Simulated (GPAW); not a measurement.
# Work function of Mo2COS MXene monolayer at several levels

Aim: the work function of both faces of Mo2COS MXene monolayer, and its spread over functionals and bases.

Main program and level: GPAW 26.7.0; GPAW, PAW setups; layer in a repeated cell with vacuum, relaxation of atoms and in-plane cell, in the first sound run; inputs show where later runs differ.

## (1) Set-up

The cell holds 5 atoms: 1 S, 2 Mo, 1 C and 1 O. Cell: a = 3.025 Å, b = 3.025 Å, c = 19.151 Å, α = 90.0°, β = 90.0°, γ = 120.0°. Vacuum lies along c.

## (2) Relaxation

The atoms are relaxed first, since the surface dipole, and with it the work function, follows the positions of the outer layers.

Input file run.py:

```python
import json
import numpy as np
from ase import Atoms
from ase.filters import FrechetCellFilter
from ase.optimize import BFGS
from gpaw import GPAW, PW

slab = Atoms(
    ['S', 'Mo', 'C', 'Mo', 'O'],
    positions=[
        [-0.00000, 1.74633, 7.00000],
        [1.51237, 0.87317, 8.69836],
        [0.00000, 0.00000, 9.89184],
        [-0.00000, 1.74633, 11.08532],
        [1.51237, 0.87317, 12.15136]],
    cell=[[3.02474, 0.0, 0.0], [-1.51237, 2.6195, 0.0], [0.0, 0.0, 19.1514]],
    pbc=[True, True, True])

slab.calc = GPAW(mode=PW(600), xc='PBE', kpts={'size': (12, 12, 1), 'gamma': True},
                 occupations={'name': 'fermi-dirac', 'width': 0.05}, nbands='160%',
                 convergence={'density': 1e-05}, maxiter=200,
                 symmetry={'tolerance': 1e-3}, txt='slab.txt')
result = {}
# The in-plane cell is free; stress needs a cell that repeats along all three vectors
path = []
opt = BFGS(FrechetCellFilter(slab, mask=[1, 1, 0, 0, 0, 1]), maxstep=0.2)
opt.attach(lambda: path.append((slab.get_potential_energy(), slab.positions.tolist(), slab.get_forces().tolist())))
result['relaxed'] = bool(opt.run(fmax=0.02, steps=45))
result['path'] = path
result['cell'] = slab.cell.tolist()
print('in-plane lattice', slab.cell.cellpar().round(4)[[0, 1, 5]])
energy = slab.get_potential_energy()
fermi = slab.calc.get_fermi_level()
v = slab.calc.get_electrostatic_potential().mean((0, 1)) - fermi
n = slab.calc.get_pseudo_density().mean((0, 1))
L = slab.cell[2, 2]
z = np.arange(len(v)) * L / len(v)
low, high = slab.positions[:, 2].min(), slab.positions[:, 2].max()
below, above = np.interp([low - 4.8, high + 4.8], z, v)
slopes = [np.interp(x, z, np.gradient(v, z)) for x in (low - 4.8, high + 4.8)]
eps = np.array([[slab.calc.get_eigenvalues(k, s) for k in range(len(slab.calc.get_ibz_k_points()))]
                for s in range(slab.calc.get_number_of_spins())]) - fermi
top, bottom = eps[eps < 0].max(), eps[eps > 0].min()
dipole = slab.get_dipole_moment()[2]
print(f'energy {energy:.4f} eV, Fermi level {fermi:.4f} eV, dipole {dipole:.5f} e A')
print(f'potential 4.8 A off the faces, from the Fermi level: lower {below:.4f} eV, upper {above:.4f} eV')
print(f'slope of the potential there: lower {slopes[0]:.5f}, upper {slopes[1]:.5f} eV/A')
print(f'nearest levels on the mesh: {top:.4f} and {bottom:.4f} eV')
print('magnetic moment', round(slab.get_magnetic_moment(), 3))
result.update(energy=energy, fermi=fermi, dipole=dipole, below=below, above=above, slopes=slopes, edges=[top, bottom],
              z=z.tolist(), v=v.tolist(), n=n.tolist(), positions=slab.positions.tolist(),
              forces=slab.get_forces(apply_constraint=False).tolist(), moments=slab.get_magnetic_moments().tolist())
json.dump(result, open('result.json', 'w'))
```

Command:

```
> OMP_NUM_THREADS=1 OPENBLAS_NUM_THREADS=1 python run.py
```

What it wrote:

```text
Step          Energy          fmax
BFGS:    0      -43.758899        1.093458
BFGS:    1      -43.816192        0.932708
BFGS:    2      -43.917879        0.612556
BFGS:    3      -43.935910        0.696827
BFGS:    4      -43.998836        0.664720
BFGS:    5      -44.030187        0.503631
BFGS:    6      -44.056874        0.497676
BFGS:    7      -44.067543        0.412666
BFGS:    8      -44.071182        0.155340
BFGS:    9      -44.070918        0.042807
BFGS:   10      -44.070984        0.025065
BFGS:   11      -44.071058        0.009659
in-plane lattice [  3.15   3.15 120.  ]
energy -44.0607 eV, Fermi level 0.5157 eV, dipole -0.06880 e A
potential 4.8 A off the faces, from the Fermi level: lower 5.5487 eV, upper 5.8953 eV
slope of the potential there: lower -0.07569, upper -0.07529 eV/A
nearest levels on the mesh: -0.0129 and 0.0518 eV
magnetic moment 0.0
```

Elapsed: 11 min, on 1 thread of Intel Xeon Platinum 8488C (Sapphire Rapids), shared host; peak memory 0.58 GiB.

This run has no spin polarisation, although Mo can carry a moment.

Numbers from this step:

```
dipole along the normal                    : -0.06880 e·Å
levels nearest the Fermi level on the mesh : -0.01293, 0.05180 eV from the Fermi level
```

The electrostatic potential energy of an electron (without an applied field's), less the Fermi level, planar mean oscillates, so the rows of the table below give means over windows of 0.5 Å about each position, cut where the curve ends. Its maxima inside the range that stand out by 2 % of the span (Å: eV): 7.87: -5.16, 9.49: -11.0, 10.26: -11.3, 11.71: -9.51. Its minima: 7.10: -19.5, 8.81: -23.9, 9.92: -14.1, 10.94: -24.1, 11.97: -10.9.

Table of electrostatic potential energy of an electron (without an applied field's), less the Fermi level, planar mean by z; means over each step:

```csv
z (Å),"electrostatic potential energy of an electron (without an applied field's), less the Fermi level, planar mean (eV)"
0.0,5.71
0.5,5.69
1.0,5.65
1.5,5.61
2.0,5.57
2.5,5.53
3.0,5.50
3.5,5.46
4.0,5.42
4.5,5.37
5.0,5.27
5.5,4.96
6.0,3.55
6.5,-2.67
7.0,-16.3
7.5,-10.6
8.0,-7.00
8.5,-18.6
9.0,-20.3
9.5,-12.1
10.0,-13.0
10.5,-15.1
11.0,-22.7
11.5,-13.3
12.0,-9.73
12.5,-0.0229
13.0,5.20
13.5,5.99
14.0,6.08
14.5,6.07
15.0,6.04
15.5,6.00
16.0,5.96
16.5,5.92
17.0,5.89
17.5,5.85
18.0,5.81
18.5,5.77
19.0,5.74
```

The pseudo valence density, planar mean oscillates, so the rows of the table below give means over windows of 1 Å about each position, cut where the curve ends. Its maxima inside the range that stand out by 2 % of the span (Å: e/Å³): 7.5: 0.497, 8.7: 1.63, 10.9: 1.65, 12.0: 0.889. Its minima: 7.9: 0.443, 9.7: 0.637, 11.6: 0.734.

Pseudo valence density, planar mean against z; means over each step:

| z (Å) | pseudo valence density, planar mean (e/Å³) |
| --- | --- |
| 3 | 1.0e-5 |
| 4 | 2.3e-4 |
| 5 | 0.00549 |
| 6 | 0.115 |
| 7 | 0.416 |
| 8 | 0.591 |
| 9 | 1.19 |
| 10 | 0.674 |
| 11 | 1.26 |
| 12 | 0.759 |
| 13 | 0.117 |
| 14 | 0.00275 |
| 15 | 8.6e-5 |

The relaxation lowered the energy of the cell by 0.319 eV (energies extrapolated to zero smearing; the optimiser's log prints free energies). The largest force left on a free atom is 0.0097 eV/Å.

## (3) The slab's potential

The work function is the vacuum plateau of the electrostatic potential less the Fermi level; a dipole layer lets the two faces have plateaus of their own.

This step: GPAW, PAW setups; slab in vacuum (GPAW 26.7.0).

The cell differs from the one that the last finished run ended in (c 19.151 → 18.965 Å).

Edit run.py of step 2 so:

```diff
@@ -3,4 +3,2 @@
 from ase import Atoms
-from ase.filters import FrechetCellFilter
-from ase.optimize import BFGS
 from gpaw import GPAW, PW
@@ -10,23 +8,16 @@
     positions=[
-        [-0.00000, 1.74633, 7.00000],
-        [1.51237, 0.87317, 8.69836],
-        [0.00000, 0.00000, 9.89184],
-        [-0.00000, 1.74633, 11.08532],
-        [1.51237, 0.87317, 12.15136]],
-    cell=[[3.02474, 0.0, 0.0], [-1.51237, 2.6195, 0.0], [0.0, 0.0, 19.1514]],
-    pbc=[True, True, True])
+        [-0.00000, 1.81864, 7.00000],
+        [1.57499, 0.90932, 8.66557],
+        [0.00000, -0.00000, 9.77657],
+        [-0.00000, 1.81864, 10.87416],
+        [1.57499, 0.90932, 11.96451]],
+    cell=[[3.14998, -0.0, 0.0], [-1.57499, 2.72796, 0.0], [0.0, 0.0, 18.9645]],
+    pbc=[True, True, False])
 
-slab.calc = GPAW(mode=PW(600), xc='PBE', kpts={'size': (12, 12, 1), 'gamma': True},
+slab.calc = GPAW(mode=PW(500), xc='PBE', kpts={'size': (12, 12, 1), 'gamma': True},
                  occupations={'name': 'fermi-dirac', 'width': 0.05}, nbands='160%',
                  convergence={'density': 1e-05}, maxiter=200,
+                 poissonsolver={'dipolelayer': 'xy'},
                  symmetry={'tolerance': 1e-3}, txt='slab.txt')
 result = {}
-# The in-plane cell is free; stress needs a cell that repeats along all three vectors
-path = []
-opt = BFGS(FrechetCellFilter(slab, mask=[1, 1, 0, 0, 0, 1]), maxstep=0.2)
-opt.attach(lambda: path.append((slab.get_potential_energy(), slab.positions.tolist(), slab.get_forces().tolist())))
-result['relaxed'] = bool(opt.run(fmax=0.02, steps=45))
-result['path'] = path
-result['cell'] = slab.cell.tolist()
-print('in-plane lattice', slab.cell.cellpar().round(4)[[0, 1, 5]])
 energy = slab.get_potential_energy()
```

What it wrote:

```text
energy -43.7065 eV, Fermi level 0.5673 eV, dipole -0.04510 e A
potential 4.8 A off the faces, from the Fermi level: lower 5.2622 eV, upper 6.2162 eV
slope of the potential there: lower 0.00055, upper 0.00046 eV/A
nearest levels on the mesh: -0.0129 and 0.0516 eV
magnetic moment 0.0
```

Run time: 70 s. Hardware: 1 thread; peak memory 0.25 GiB.

This step gave:

* dipole along the normal: -0.04510 e·Å
* levels nearest the Fermi level on the mesh: -0.01290, 0.05156 eV from the Fermi level
* upper work function: 6.216 eV
* lower work function: 5.262 eV

The electrostatic potential energy of an electron (without an applied field's), less the Fermi level, planar mean oscillates, so the rows of the table below give means over windows of 1 Å about each position, cut where the curve ends. Its maxima inside the range that stand out by 2 % of the span (Å: eV): 7.7: -5.15, 9.4: -11.0, 10.2: -11.3, 11.6: -9.49. Its minima: 7.0: -19.3, 8.7: -23.9, 9.8: -14.1, 10.8: -24.1, 11.9: -11.0.

Electrostatic potential energy of an electron (without an applied field's), less the Fermi level, planar mean against z; means over each step:

| z (Å) | electrostatic potential energy of an electron (without an applied field's), less the Fermi level, planar mean (eV) |
| --- | --- |
| 0 | 5.44 |
| 1 | 5.26 |
| 2 | 5.26 |
| 3 | 5.26 |
| 4 | 5.26 |
| 5 | 5.12 |
| 6 | 2.05 |
| 7 | -13.5 |
| 8 | -10.5 |
| 9 | -17.7 |
| 10 | -13.1 |
| 11 | -19.3 |
| 12 | -6.75 |
| 13 | 5.24 |
| 14 | 6.19 |
| 15 | 6.21 |
| 16 | 6.22 |
| 17 | 6.22 |
| 18 | 6.22 |

Table of pseudo valence density, planar mean by z:

z (Å), pseudo valence density, planar mean (e/Å³) and a bar:
```
      3.5       0.00 
      4.0       0.00 
      4.5       0.00 
      5.0       0.01 
      5.5       0.03 #
      6.0       0.12 ##
      6.5       0.36 #######
      7.0       0.40 ########
      7.5       0.48 ##########
      8.0       0.51 ##########
      8.5       1.43 ############################
      9.0       1.11 ######################
      9.5       0.65 #############
     10.0       0.65 #############
     10.5       1.02 ####################
     11.0       1.52 ##############################
     11.5       0.76 ###############
     12.0       0.88 #################
     12.5       0.30 ######
     13.0       0.04 #
     13.5       0.01 
     14.0       0.00 
     14.5       0.00 
     15.0       0.00
```

The potential is flat to 5.5e-4 eV/Å where it is read, so the vacuum is wide enough.

## (4) Self-consistent run: xc = "RPBE"

The same geometry under RPBE, to see how far the functional moves the levels against the vacuum.

Edit run.py of step 3 so:

```diff
@@ -16,3 +16,3 @@
 
-slab.calc = GPAW(mode=PW(500), xc='PBE', kpts={'size': (12, 12, 1), 'gamma': True},
+slab.calc = GPAW(mode=PW(500), xc='RPBE', kpts={'size': (12, 12, 1), 'gamma': True},
                  occupations={'name': 'fermi-dirac', 'width': 0.05}, nbands='160%',
```

What it wrote:

```text
energy -41.3808 eV, Fermi level 0.6719 eV, dipole -0.04308 e A
potential 4.8 A off the faces, from the Fermi level: lower 5.1686 eV, upper 6.0799 eV
slope of the potential there: lower 0.00054, upper 0.00046 eV/A
nearest levels on the mesh: -0.0144 and 0.0486 eV
magnetic moment 0.0
```

It took 67 s on 1 thread; peak memory 0.25 GiB.

Numbers from this step:

* dipole along the normal: -0.04308 e·Å
* levels nearest the Fermi level on the mesh: -0.01445, 0.04856 eV from the Fermi level
* upper work function: 6.080 eV
* lower work function: 5.169 eV

The electrostatic potential energy of an electron (without an applied field's), less the Fermi level, planar mean oscillates, so the rows of the table below give means over windows of 1 Å about each position, cut where the curve ends. Its maxima inside the range that stand out by 2 % of the span (Å: eV): 7.7: -5.22, 9.4: -11.1, 10.2: -11.4, 11.6: -9.59. Its minima: 7.0: -19.4, 8.7: -24.0, 9.8: -14.2, 10.8: -24.2, 11.9: -11.1.

Table of electrostatic potential energy of an electron (without an applied field's), less the Fermi level, planar mean by z; means over each step:

| z (Å) | electrostatic potential energy of an electron (without an applied field's), less the Fermi level, planar mean (eV) |
| --- | --- |
| 0 | 5.34 |
| 1 | 5.17 |
| 2 | 5.17 |
| 3 | 5.17 |
| 4 | 5.16 |
| 5 | 5.03 |
| 6 | 1.97 |
| 7 | -13.6 |
| 8 | -10.5 |
| 9 | -17.8 |
| 10 | -13.2 |
| 11 | -19.3 |
| 12 | -6.86 |
| 13 | 5.10 |
| 14 | 6.05 |
| 15 | 6.08 |
| 16 | 6.08 |
| 17 | 6.08 |
| 18 | 6.08 |

The pseudo valence density, planar mean oscillates, so the rows of the table below give means over windows of 1 Å about each position, cut where the curve ends. Its maxima inside the range that stand out by 2 % of the span (Å: e/Å³): 7.4: 0.500, 8.7: 1.65, 10.8: 1.66, 12.0: 0.879. Its minima: 7.7: 0.444, 9.7: 0.635, 11.4: 0.761.

Pseudo valence density, planar mean against z; means over each step:

z (Å), pseudo valence density, planar mean (e/Å³) and a bar:
```
        3       0.00 
        4       0.00 
        5       0.01 
        6       0.15 ####
        7       0.43 ##########
        8       0.68 ################
        9       1.12 ###########################
       10       0.71 #################
       11       1.24 ##############################
       12       0.71 #################
       13       0.08 ##
       14       0.00 
       15       0.00
```

Force by atom:

```
atom  x (eV/Å)  y (eV/Å)  z (eV/Å)   size
  S1     0.000     0.000    -0.181  0.181
 Mo2     0.000     0.000    -0.102  0.102
  C3     0.000     0.000    -0.012  0.012
 Mo4     0.000     0.000     0.010  0.010
  O5     0.000     0.000     0.320  0.320
```

The upper face's work function is 6.080 eV, against 6.216 eV in the first plane-wave PBE run at this geometry.

## (5) OptPBE vdW: xc = "optPBE-vdW"

The same geometry under optPBE-vdW, to see how far the functional moves the levels against the vacuum (the van der Waals functionals take revPBE setups).

Edit run.py of step 4 so:

```diff
@@ -16,3 +16,3 @@
 
-slab.calc = GPAW(mode=PW(500), xc='RPBE', kpts={'size': (12, 12, 1), 'gamma': True},
+slab.calc = GPAW(mode=PW(500), xc='optPBE-vdW', kpts={'size': (12, 12, 1), 'gamma': True},
                  occupations={'name': 'fermi-dirac', 'width': 0.05}, nbands='160%',
```

What it wrote:

```text
energy -79.8756 eV, Fermi level 0.3656 eV, dipole -0.04715 e A
potential 4.8 A off the faces, from the Fermi level: lower 5.5150 eV, upper 6.5122 eV
slope of the potential there: lower 0.00054, upper 0.00047 eV/A
nearest levels on the mesh: -0.0138 and 0.0416 eV
magnetic moment 0.0
```

Wall time 81 s (1 thread); peak memory 0.42 GiB.

This step gave:

* dipole along the normal: -0.04715 e·Å
* levels nearest the Fermi level on the mesh: -0.01378, 0.04155 eV from the Fermi level
* upper work function: 6.512 eV
* lower work function: 5.515 eV

The electrostatic potential energy of an electron (without an applied field's), less the Fermi level, planar mean oscillates, so the rows of the table below give means over windows of 0.5 Å about each position, cut where the curve ends. Its maxima inside the range that stand out by 2 % of the span (Å: eV): 7.74: -5.12, 9.39: -11.0, 10.16: -11.3, 11.61: -9.38. Its minima: 6.97: -19.3, 8.71: -23.8, 9.77: -14.1, 10.84: -24.0, 11.90: -10.9.

Electrostatic potential energy of an electron (without an applied field's), less the Fermi level, planar mean against z; means over each step:

z (Å), electrostatic potential energy of an electron (without an applied field's), less the Fermi level, planar mean (eV) and a bar from the least value:
```
      0.0        5.8 #############################
      0.5        5.5 #############################
      1.0        5.5 #############################
      1.5        5.5 #############################
      2.0        5.5 #############################
      2.5        5.5 #############################
      3.0        5.5 #############################
      3.5        5.5 #############################
      4.0        5.5 #############################
      4.5        5.5 #############################
      5.0        5.4 #############################
      5.5        5.0 ############################
      6.0        2.9 ##########################
      6.5       -5.3 #################
      7.0      -17.2 #####
      7.5       -8.2 ##############
      8.0       -8.7 ##############
      8.5      -20.8 #
      9.0      -18.0 ####
      9.5      -12.1 ##########
     10.0      -12.5 ##########
     10.5      -17.4 #####
     11.0      -21.7 
     11.5      -11.4 ###########
     12.0       -8.4 ##############
     12.5        2.1 #########################
     13.0        5.8 #############################
     13.5        6.4 ##############################
     14.0        6.5 ##############################
     14.5        6.5 ##############################
     15.0        6.5 ##############################
     15.5        6.5 ##############################
     16.0        6.5 ##############################
     16.5        6.5 ##############################
     17.0        6.5 ##############################
     17.5        6.5 ##############################
     18.0        6.5 ##############################
     18.5        6.5 ##############################
```

The upper face's work function is 6.512 eV, against 6.216 eV in the first plane-wave PBE run at this geometry.

## (6) Self-consistent run: xc = "revPBE"

The same geometry under revPBE, to see how far the functional moves the levels against the vacuum.

Edit run.py of step 5 so:

```diff
@@ -16,3 +16,3 @@
 
-slab.calc = GPAW(mode=PW(500), xc='optPBE-vdW', kpts={'size': (12, 12, 1), 'gamma': True},
+slab.calc = GPAW(mode=PW(500), xc='revPBE', kpts={'size': (12, 12, 1), 'gamma': True},
                  occupations={'name': 'fermi-dirac', 'width': 0.05}, nbands='160%',
```

What it wrote:

```text
energy -41.7811 eV, Fermi level 0.6625 eV, dipole -0.04351 e A
potential 4.8 A off the faces, from the Fermi level: lower 5.1655 eV, upper 6.0859 eV
slope of the potential there: lower 0.00054, upper 0.00046 eV/A
nearest levels on the mesh: -0.0145 and 0.0491 eV
magnetic moment 0.0
```

Elapsed: 66 s, on 1 thread; peak memory 0.25 GiB.

Numbers from this step:

```
dipole along the normal                    : -0.04351 e·Å
levels nearest the Fermi level on the mesh : -0.01448, 0.04906 eV from the Fermi level
upper work function                        : 6.086 eV
lower work function                        : 5.166 eV
```

The electrostatic potential energy of an electron (without an applied field's), less the Fermi level, planar mean oscillates, so the rows of the table below give means over windows of 1 Å about each position, cut where the curve ends. Its maxima inside the range that stand out by 2 % of the span (Å: eV): 7.7: -5.20, 9.4: -11.1, 10.2: -11.4, 11.6: -9.56. Its minima: 7.0: -19.4, 8.7: -23.9, 9.8: -14.2, 10.8: -24.1, 11.9: -11.1.

Electrostatic potential energy of an electron (without an applied field's), less the Fermi level, planar mean against z; means over each step:

z (Å), electrostatic potential energy of an electron (without an applied field's), less the Fermi level, planar mean (eV) and a bar from the least value:
```
        0        5.3 #############################
        1        5.2 #############################
        2        5.2 #############################
        3        5.2 #############################
        4        5.2 #############################
        5        5.0 #############################
        6        2.0 #########################
        7      -13.6 #######
        8      -10.5 ##########
        9      -17.8 ##
       10      -13.2 #######
       11      -19.3 
       12       -6.8 ###############
       13        5.1 #############################
       14        6.1 ##############################
       15        6.1 ##############################
       16        6.1 ##############################
       17        6.1 ##############################
       18        6.1 ##############################
```

The upper face's work function is 6.086 eV, against 6.216 eV in the first plane-wave PBE run at this geometry.

(Continued in part 2 of 2.)

[Logs are printed without paths, hosts, clocks, repeated set-up lines and the standing remarks that a program may print on its own settings, such as how far it seeks lower states.]

[Hosts, paths, dates, database ids (printed as entryN), source tags and the programs' standing remarks are cut or masked in the printed files.]
